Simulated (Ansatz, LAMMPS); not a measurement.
# Structural relaxation of aqueous N(CH3)4+ and OH-, 1.2 mol of salt per kg of water, from a frame at 280 K (163 atoms)

Wanted: the relaxed structure of aqueous N(CH3)4+ and OH-, 1.2 mol of salt per kg of water, from a frame at 280 K (163 atoms) and its electronic structure.

Calculated with Ansatz 0.2.0; Kohn-Sham DFT, PBE+D3(BJ), PAW (set soft_2), plane waves.

## Step 1: The starting structure

The cell holds 163 atoms: 4 C, 1 N, 109 H and 49 O. Cell: a = 11.657 Å, b = 11.657 Å, c = 11.657 Å, α = 90.0°, β = 90.0°, γ = 90.0°. 48 H2O, 1 N(CH3)4+, 1 OH- placed at random, at 1 g/cm³; overlaps pushed apart, then 10 ps at 420 K with MMFF94 bonds, angles, torsions, charges and radii (Halgren, J. Comput. Chem. 17, 490 (1996)) in harmonic and 12-6 forms; SPC/E water (Berendsen, Grigera and Straatsma, J. Phys. Chem. 91, 6269 (1987)). Snapshot after 20 ps at 280 K and fixed volume.

Limits known from the start: The network of contacts between molecules at the start is that of the classical potential that made the cell. The density was typed from a rule of thumb and may lie off the real one at this temperature. The Brillouin zone is sampled at Γ only, in a cell whose shortest periodic width is 12 Å.

## Step 2: How the cell was made

A classical potential supplies the starting structure, since it reaches far longer times than DFT.

This step: classical MD, MMFF94 bonds, angles, torsions, charges and radii (Halgren, J. Comput. Chem. 17, 490 (1996)) in harmonic and 12-6 forms; SPC/E water (Berendsen, Grigera and Straatsma, J. Phys. Chem. 91, 6269 (1987)) (LAMMPS 22 Jul 2025 - Update 4).

The input, in.lmp:

```
# aqueous N(CH3)4+ and OH-, 1.2 mol of salt per kg of water
units real
atom_style full
boundary p p p
bond_style harmonic
angle_style harmonic
dihedral_style opls
improper_style harmonic
special_bonds lj 0 0 0.5 coul 0 0 0.75
read_data data.lmp
neigh_modify delay 0 every 1 check yes one 4000
comm_modify cutoff 12.0
timestep 0.5
thermo_style custom step time temp pe press density
thermo_modify norm yes
# push overlapping molecules apart
pair_style soft 2.6
pair_coeff * * 0.0
variable a equal ramp(1,60)
fix ad all adapt 1 pair soft a * * v_a
velocity all create 420 559469 mom yes dist gaussian
fix lim all nve/limit 0.03
fix lan all langevin 420 420 50 559470 zero yes
thermo 1000
run 3000 post no
unfix ad
pair_style lj/cut/coul/long 9.0
pair_modify mix arithmetic tail yes
pair_coeff 1 1 0.0678 3.3680   # C
pair_coeff 2 2 0.0721 3.3270   # N
pair_coeff 3 3 0.0216 2.5400   # H
pair_coeff 4 4 0.1553 3.1660   # O
pair_coeff 5 5 0.0000 1.0000   # H
pair_coeff 6 6 0.0763 3.6820   # O
# [... 20 lines left out ...]
compute msd all msd com yes
thermo 5000
fix md all nvt temp 280 280 100
run 20000 post no
print "== T280: mean square displacement over the hold $(c_msd[4]:%.2f) A^2"
unfix md
uncompute msd
write_dump all custom T280.dump id type xs ys zs modify sort id
```

Run with:

```bash
> lmp -in in.lmp -log none -nocite
```

Numbers of over 12 decimals in the logs are rounded to 6 here.

The log of the run:

```text
LAMMPS (22 Jul 2025 - Update 4)
Reading data file ...
  orthogonal box = (0 0 0) to (11.65719 11.65719 11.65719)
  163 atoms
  orthogonal box = (0 0 0) to (11.65719 11.65719 11.65719)
  113 bonds
  78 angles
  36 dihedrals
   Step          Time           Temp          PotEng         Press         Density
         0   0              420            0.23152092     7608.5986      1.0020008
      1000   500            411.55392      0.97221953     43340.947      1.0020008
      2000   1000           394.49343      0.94474763     48778.58       1.0020008
      3000   1500           401.17066      0.89973606     50091.854      1.0020008
Loop time of 0.227073 s on 1 MPI rank(s) for 3000 steps with 163 atoms
PPPM initialization ...
  G vector (1/distance) = 0.30952332
  grid = 8 8 8
  estimated relative force accuracy = 4.3505779e-05
   Step          Time           Temp          PotEng         Press         Density
      3000   1500           401.17066     -0.040301165    30596.143      1.0020008
      3100   1550           401.17066     -4.460046      -1092.7016      1.0020008
      3200   1600           401.17066     -4.7420306      845.43095      1.0020008
      3300   1650           401.17066     -4.886282       2173.574       1.0020008
Loop time of 0.554906 s on 1 MPI rank(s) for 300 steps with 163 atoms
Minimization stats:
  Stopping criterion = max iterations
  Energy initial, next-to-last, final =
    -0.0403011651984411  -4.88429913404858  -4.88628197559592
  Force two-norm initial, final = 639.13309 17.116763
  Iterations, force evaluations = 300 599
   Step          Time           Temp          PotEng         Press         Density
         0   0              420           -4.886282       2435.9569      1.0020008
      1000   500            370.32525     -3.6876587     -3052.0377      1.0020008
      2000   1000           399.80427     -3.7190586      2661.8092      1.0020008
Loop time of 1.32452 s on 1 MPI rank(s) for 2000 steps with 163 atoms
   Step          Time           Temp          PotEng         Press         Density
      2000   1000           568.14292     -4.1433656     -16246.119      1.0020008
[... 5 lines left out ...]
Loop time of 7.2146 s on 1 MPI rank(s) for 10000 steps with 163 atoms
   Step          Time           Temp          PotEng         Press         Density
[... 4 lines left out ...]
Loop time of 3.55926 s on 1 MPI rank(s) for 5000 steps with 163 atoms
   Step          Time           Temp          PotEng         Press         Density
[... 2 lines left out ...]
     25000   24000          260.02937     -4.2354313      1000.5395      1.0020008
     30000   29000          288.27275     -4.3611717      338.86472      1.0020008
     35000   34000          261.16196     -4.4695663     -2517.7474      1.0020008
     37000   36000          251.34451     -4.4061559      556.71419      1.0020008
Loop time of 13.9913 s on 1 MPI rank(s) for 20000 steps with 163 atoms
== T280: mean square displacement over the hold 10.31 A^2
```

Run time: 27 s. Hardware: 1 thread of Arm Neoverse V1, shared host; peak memory 0.12 GiB.

The input also reads data.lmp (atoms, bonds and types; not printed here).

## Step 3: Single point at the start

The forces at the start show how far the geometry lies from a minimum of this functional.

The input, input.yaml:

```yaml
crystal:
  lattice:
    - [11.65719, 0.0, 0.0]
    - [0.0, 11.65719, 0.0]
    - [0.0, 0.0, 11.65719]
  atoms:
    - { symbol: C, position: [0.70119, 0.33831, 0.4443] }
    - { symbol: "N", position: [0.74002, 0.23006, 0.49621] }
    - { symbol: C, position: [0.69064, 0.14012, 0.42323] }
    - { symbol: C, position: [0.69181, 0.22712, 0.61883] }
    - { symbol: C, position: [0.86633, 0.22561, 0.49444] }
    - { symbol: H, position: [0.73383, 0.40918, 0.48667] }
    - { symbol: H, position: [0.60875, 0.3487, 0.44959] }
    - { symbol: H, position: [0.72862, 0.33778, 0.35513] }
    - { symbol: H, position: [0.69488, 0.15732, 0.32675] }
    - { symbol: H, position: [0.74399, 0.06462, 0.43154] }
    - { symbol: H, position: [0.60612, 0.12584, 0.45275] }
    - { symbol: H, position: [0.72085, 0.30559, 0.66458] }
    - { symbol: H, position: [0.59714, 0.22037, 0.61822] }
    - { symbol: H, position: [0.72484, 0.1481, 0.65652] }
    - { symbol: H, position: [0.89486, 0.13453, 0.51871] }
    - { symbol: H, position: [0.89298, 0.2484, 0.41237] }
    - { symbol: H, position: [0.88937, 0.29085, 0.55245] }
    - { symbol: O, position: [0.21067, 0.52755, 0.83094] }
    - { symbol: H, position: [0.14815, 0.53438, 0.88928] }
    - { symbol: H, position: [0.26748, 0.46864, 0.85667] }
    - { symbol: O, position: [0.93159, 0.03617, 0.18783] }
    - { symbol: H, position: [0.85455, 0.06806, 0.16766] }
    - { symbol: H, position: [0.98447, 0.10035, 0.20892] }
    - { symbol: O, position: [0.98318, 0.36204, 0.81448] }
    - { symbol: H, position: [0.98961, 0.2769, 0.82274] }
    - { symbol: H, position: [0.02184, 0.38674, 0.742] }
    - { symbol: O, position: [0.39172, 0.57371, 0.50067] }
    - { symbol: H, position: [0.34578, 0.50779, 0.47064] }
    - { symbol: H, position: [0.34463, 0.61806, 0.55702] }
    - { symbol: O, position: [0.88561, 0.76163, 0.87909] }
    - { symbol: H, position: [0.94221, 0.81275, 0.91836] }
    - { symbol: H, position: [0.85507, 0.70436, 0.93518] }
    [... 125 atom lines left out ...]
    - { symbol: H, position: [0.33501, 0.14608, 0.11565] }
    - { symbol: O, position: [0.02198, 0.91716, 0.00821] }
    - { symbol: H, position: [0.09535, 0.876, 0.02502] }
    - { symbol: H, position: [0.99162, 0.95212, 0.08042] }
    - { symbol: O, position: [0.26081, 0.37024, 0.4582] }
    - { symbol: H, position: [0.24409, 0.35422, 0.37975] }
kpoints:
  mp_grid: { grid: [1, 1, 1] }
hamiltonian:
  xc: pbe
  dispersion: d3bj
scf:
  occupations: { method: fixed }
output:
  forces: true
  stress: true
  populations: true
  dos:
    method: { smearing: { sigma: 0.1 } }
    de: 0.1
    projected: { site_lists: { C: [C], H: [H], "N": ["N"], O: [O] } }
  eigenvalues: true
```

Run with:

```bash
> ansatz run input.yaml --threads 4 --pin off --max-ram 8192MiB --backend cpu --events-out ev --progress --plain --runs-dir out
```

The log of the run:

```text
Engine: ansatz 0.2.0, aarch64-unknown-linux-gnu
Pseudopotentials: kind: paw
Pseudopotential: C, paw, valence charge 4, recommended cutoff 420 eV (normal), C.paw.azcp
Pseudopotential: N, paw, valence charge 5, recommended cutoff 420 eV (normal), N.paw.azcp
Pseudopotential: H, paw, valence charge 1, recommended cutoff 420 eV (normal), H.paw.azcp
Pseudopotential: O, paw, valence charge 6, recommended cutoff 420 eV (normal), O.paw.azcp
[... 5 lines on functional and potentials left out ...]
Crystal: 163 atoms, lattice volume = 1584.096 Å³
Basis set: ecut = 420 eV, 31103 PW (Γ), exchange–correlation on 160×160×160 points (8 copies of the dense FFT grid, shifted against one another)
Bands: 375, of which v1, the nominal top of the filled ones, is band 212 counted from 1 (211 counted from 0)
Symmetry: 1 space group operations
Space group: P1 (ITA 1), of the structure as read, at distance tolerance 1.2e-4 Å
k-points: 1
[... 9 lines on functional and potentials left out ...]
Initial density: superposition of atomic densities (neutral atoms: chi_scale 0, normalization atom), corrected by the library's trained network
Initial wavefunctions: pseudopotential atomic-orbital guess
Functional: x = pbe(κ = 0.804, μ = 0.219515), c = pbe(β = 0.066725)
SCF iter   1: F=—  HF=-30950.411396 eV  |F-HF|=—  |Δ(HF+E_count)|=         —  Δρ=3.35e-3  dr2=2.14e-1  ethr=1.77e-3  ⟨swp⟩=5.0  Hψ=1279  notcnv=0  defer=160
preconditioner: auto → Resta (q_TF=auto, 2.190 Å⁻¹)  ε∞=2.2  [insulator: Δε(μ)=4.296 eV  Ē_g=17.730 eV  n_scr=256 (ndim 8)  ℏωp=19.2 eV  f_vac=0.271  ε∞_Penn≈2.2]
SCF iter   2: F=—  HF=-30950.331128 eV  |F-HF|=—  |Δ(HF+E_count)|=   8.03e-2  Δρ=1.45e-3  dr2=4.29e-2  ethr=5.04e-5  ⟨swp⟩=2.0  Hψ=646  notcnv=0  defer=161
SCF iter   3: F=—  HF=-30950.300558 eV  |F-HF|=—  |Δ(HF+E_count)|=   3.06e-2  Δρ=6.48e-4  dr2=1.08e-2  ethr=1.01e-5  ⟨swp⟩=3.0  Hψ=434  notcnv=0  defer=161
SCF iter   4: F=—  HF=-30950.297191 eV  |F-HF|=—  |Δ(HF+E_count)|=   3.37e-3  Δρ=2.31e-4  dr2=1.02e-3  ethr=2.55e-6  ⟨swp⟩=3.0  Hψ=434  notcnv=0  defer=161
SCF iter   5: F=—  HF=-30950.297065 eV  |F-HF|=—  |Δ(HF+E_count)|=   1.26e-4  Δρ=1.23e-4  dr2=2.09e-4  ethr=2.40e-7  ⟨swp⟩=2.0  Hψ=603  notcnv=0  defer=158
SCF iter   6: F=—  HF=-30950.297038 eV  |F-HF|=—  |Δ(HF+E_count)|=   2.74e-5  Δρ=4.58e-5  dr2=2.81e-5  ethr=4.92e-8  ⟨swp⟩=3.0  Hψ=433  notcnv=0  defer=156
SCF iter   7: F=—  HF=-30950.297010 eV  |F-HF|=—  |Δ(HF+E_count)|=   2.73e-5  Δρ=1.46e-5  dr2=2.71e-6  ethr=6.64e-9  ⟨swp⟩=2.0  Hψ=538  notcnv=0  defer=156
SCF iter   8: F=—  HF=-30950.297011 eV  |F-HF|=—  |Δ(HF+E_count)|=   1.01e-6  Δρ=7.14e-6  dr2=6.57e-7  ethr=6.39e-10  ⟨swp⟩=3.0  Hψ=433  notcnv=0  defer=156
SCF iter   9: F=-30950.297011 eV  HF=-30950.297011 eV  |F-HF|=1.59e-8  |Δ(HF+E_count)|=   4.13e-8  Δρ=1.65e-6  dr2=3.16e-8  ethr=2.36e-11  ⟨swp⟩=15.0  Hψ=2867  notcnv=0
SCF 1 converged in 9 iterations: F = -30950.297011 eV  dr2 = 3.16e-8
  greatest PAW one-centre occupation: 0.864 electrons in one spin orbital (limit 2), on the O atom at site 101 (counted from 0), in its partial waves of l = 0
SCF converged after 9 iterations
Free energy (F): -30950.297011 eV
Harris-Foulkes:  -30950.297011 eV  (|F-HF|=1.59e-8)
Internal energy: -30950.297011 eV  (E = F + TS)
E sigma→0 (E₀):  -30950.297011 eV
Fermi energy:    -2.014861 eV
--- Per-component energies (eV) ---
  E_band       = -3988.497690
  E_kinetic    = 10550.348156
  E_local      = -32990.697656  (includes V_loc(G=0)·N_el)
  E_nonlocal   = 2695.838860
  E_hartree    = 11892.542587
  E_xc         = -4801.091078
  E_vxc        = -6129.029441  (∫ρ·V_xc dr)
  E_paw        = -8356.073235  (= ΣΔE_a)
  E_vpaw       = -1900.043918  (= ΣTr[D̂ρ^β])
  E_aug_tail   = -0.005501  (compensation charges beyond the density's cutoff)
  E_ewald      = -9935.351536
  E_disp       = -5.807608  (pairwise vdW)
  E_smearing   = -0.000000  (= −TS)
  E_closure    = -0.000000  (closes the sum)
  Σ components = -30950.297011   (vs F -30950.297011, Δ=0.00e0)
--- Forces (eV/Å), atoms counted from 1 ---
  atom   1  C     -0.79107305    -0.16471090    -1.21516078
  atom   2  N     -1.33114811     0.81976221     0.11329065
  atom   3  C      0.97372425    -1.02877319    -1.59594214
  atom   4  C      0.33672794    -0.43503110    -0.35561593
  atom   5  C     -0.65750627    -2.29418689     1.48591227
  atom   6  H      1.30283344     1.71890083     1.15204884
  atom   7  H     -0.31911753    -0.51332828    -0.12774067
  atom   8  H      0.00304734     0.23349315    -0.16729310
  atom   9  H     -0.18342870     0.41401247     1.48289843
  atom  10  H     -0.06640601    -0.65882386     0.45323967
  atom  11  H     -1.17145945    -0.45294787    -0.00330740
  atom  12  H     -0.12664815    -0.52274231    -0.28163484
  atom  13  H      0.38102225     0.24409041    -0.24746361
  atom  14  H      0.07995224     0.06840658     0.35215761
[...]
atom 162  O      0.23239209     0.43163919     0.63255598
  atom 163  H     -0.25420962    -0.31869803    -0.80568524
  max |Σ_I F_I| component: 7.34e-5 eV/Å
--- Stress (GPa, compression-positive) ---
       -1.349126       0.326891       0.294082
        0.326891      -2.002118      -0.483373
        0.294082      -0.483373      -2.436401
  P = ⅓ Tr σ = -1.9292 GPa (-19.292 kbar)
--- Band table (eV) ---
  k-point 0: bands = ["-21.9204", "-21.6530", "-21.5874", "-21.5273", [... 359 levels ...], "11.0739", "11.1448", "11.1583", "11.2013", "11.2617", "11.2919", "11.3140", "11.3438", "11.3684", "11.3895", "11.4603", "11.4910"]
--- Löwdin populations: 163 sites ---
  site symbol       q [e]
     0      C      4.3713
     1      N      4.8439
     2      C      4.3473
[...]
162      H      0.6394
  spilling = 0.011239 (of n_electrons = 424.000000)
```

Wall time 24 s (4 threads of Arm Neoverse V1, shared host); peak memory 1.9 GiB; 93 s of CPU time.

Numbers from this run:

* free energy: -30950.2970 eV
* free energy per atom: -189.8791 eV/atom
* SCF cycles: 9
* pressure: -1.929 GPa
* r.m.s. force component: 0.5201 eV/Å
* longest force: 2.811 eV/Å
* Fermi energy: -2.015 eV
* gap (highest filled to lowest empty level): 4.152 eV
* spilling of the projection: 0.01124

The r.m.s. force component of 0.52 eV/Å and the pressure of -1.9 GPa set the starting point.

Neighbours are counted within 1.21 Å (H-O), 1.34 Å (H-C), 1.79 Å (C-N).

Length of the force by element and coordination:

```tsv
element	coordination	atoms	mean length of the force (eV/Å)	spread	least	most
C	all	4	1.76	0.799	0.655	2.81
H	all	109	0.846	0.375	0.140	2.45
N	all	1	1.57	0	1.57	1.57
O	all	49	0.606	0.263	0.205	1.29
O	1	1	0.800	0	0.800	0.800
O	2	48	0.602	0.265	0.205	1.29
```

(Continued in part 2 of 3.)

[Logs are printed without paths, hosts, clocks, repeated set-up lines and the standing remarks that a program may print on its own settings, such as how far it seeks lower states.]

[Hosts, paths, dates, database ids (printed as entryN), source tags and the programs' standing remarks are cut or masked in the printed files.]

[The MMFF94 radii named for the starting cell were scaled by 0.96; in molecules described by MMFF94, hydrogen bound to N, O or S took a small fixed 12-6 site in their place.]
